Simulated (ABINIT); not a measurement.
Planning a run of ABINIT 10.8.3 on SrTiO3 (Tausonite). The input:

```
acell 3*1.0 Angstrom
rprim 
  3.905280000000 0.000000000000 0.000000000000
  0.000000000000 3.905280000000 0.000000000000
  0.000000000000 0.000000000000 3.905280000000
ntypat 3
znucl 38 22 8
natom 5
typat 1 2 3 3 3
xred 
  0.500000000000 0.500000000000 0.500000000000
  0.000000000000 0.000000000000 0.000000000000
  0.500000000000 0.000000000000 0.000000000000
  0.000000000000 0.500000000000 0.000000000000
  0.000000000000 0.000000000000 0.500000000000
pp_dirpath "pseudos"
pseudos "Sr.upf, Ti.upf, O.upf"
ecut 38
ngkpt 4 4 4
nshiftk 1
shiftk 0 0 0
kptopt 1
chksymbreak 0
istwfk *1
occopt 1
irdwfk 1
optdriver 4
nband 197
gwcalctyp 0
ecutsigx 38
symsigma 1
nkptgw 2
kptgw 
  0.5000000000 0.5000000000 0.5000000000
  0.0000000000 0.0000000000 0.0000000000
bdgw 
  18 23
  18 23
ecuteps 7
irdscr 1
ppmodel 3
indata_prefix "in"
outdata_prefix "out"
tmpdata_prefix "tmp"
```

```sh
OMP_NUM_THREADS=1 mpirun -n 4 abinit run.abi > log
```

Q: Estimate wall time and host memory on 4 MPI ranks of Arm Neoverse V1, shared host.

It took 17 s; on shared hardware allow 8.7 s to 35 s. Peak host memory was 1.5 GiB.

[Paths, hosts, dates, memory and timing lines, banners, echoed tables and standing remarks are left out of the program output.]

[Logs are printed without paths, hosts, clocks, repeated set-up lines and the standing remarks that a program may print on its own settings, such as how far it seeks lower states.]

[Runs of the session that timed out or met a known fault of the program may be left out.]

[No measured gap is set beside runs whose start may be inverted or whose files or cutoffs have a known fault.]

[Hosts, paths, dates, database ids (printed as entryN), source tags and the programs' standing remarks are cut or masked in the printed files.]

[G0W0 gaps are taken among the corrected bands and points alone; a level outside them can change the order at an edge.]

[Where Ansatz stands beside ABINIT at settings called matched, ABINIT's density can come from a denser mesh and the files from another edition; pairs whose starting gaps differed by over 0.03 eV were left out, so agreement reads better than it is.]
